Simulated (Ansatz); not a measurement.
Planning a run of Ansatz 0.2.0 on Cs2CoAgF6 (Fm-3m). The input:

```yaml
crystal:
  lattice:
    - [0.0, 4.2940504911, 4.2940504911]
    - [4.2940504911, 0.0, 4.2940504911]
    - [4.2940504911, 4.2940504911, 0.0]
  atoms:
    - { symbol: Cs, position: [0.25, 0.25, 0.25] }
    - { symbol: Cs, position: [0.75, 0.75, 0.75] }
    - { symbol: Co, position: [0.0, 0.0, 0.0] }
    - { symbol: Ag, position: [0.5, 0.5, 0.5] }
    - { symbol: F, position: [0.219178621, 0.219178621, 0.780821379] }
    - { symbol: F, position: [0.219178621, 0.780821379, 0.780821379] }
    - { symbol: F, position: [0.780821379, 0.780821379, 0.219178621] }
    - { symbol: F, position: [0.219178621, 0.780821379, 0.219178621] }
    - { symbol: F, position: [0.780821379, 0.219178621, 0.780821379] }
    - { symbol: F, position: [0.780821379, 0.219178621, 0.219178621] }
kpoints:
  mp_grid: { grid: [4, 4, 4] }
  band_path:
    path:
      - [0.0, 0.0, 0.0]
      - [0.5, 0.0, 0.5]
      - [0.625, 0.25, 0.625]
      - [0.375, 0.375, 0.75]
      - [0.5, 0.5, 0.5]
      - [0.5, 0.25, 0.75]
    npoints: 1
hamiltonian:
  xc: hse06
  pseudopotentials: { kind: paw, azcp: { folder: soft_1 } }
scf:
  occupations: { method: fixed }
  n_extra_bands: 7
output:
  eigenvalues: true
  write_density: true
  write_potential: true
  elf: true
  volumetric_format: npy
```

```sh
ansatz run input.yaml --threads 2 --pin off --max-ram 92160MiB --backend cuda --events-out ev --progress --plain --runs-dir out --devices 1 --max-vram 13GiB
```

**Question.** How long will it take on 1 × NVIDIA H100 80GB HBM3 (shared by 6 runs) with 2 threads of AMD EPYC 7R13 (Zen 3), shared host, and how much memory?

It took 43 s; on shared hardware allow 22 s to 87 s. Peak host memory was 1.5 GiB. The sizes that set the cost: 3119 plane waves a state, 8 irreducible k points and 22 SCF cycles.

Exact exchange couples every pair of k points and filled bands, so it costs far more than a semilocal run.

[Paths, hosts, dates, memory and timing lines, banners, echoed tables and standing remarks are left out of the program output.]

[Logs are printed without paths, hosts, clocks, repeated set-up lines and the standing remarks that a program may print on its own settings, such as how far it seeks lower states.]

[Runs of the session that timed out or met a known fault of the program may be left out.]

[Cells called generated may have been cut or substituted from an entry of the Crystallography Open Database or the Materials Project.]

[Hosts, paths, dates, database ids (printed as entryN), source tags and the programs' standing remarks are cut or masked in the printed files.]
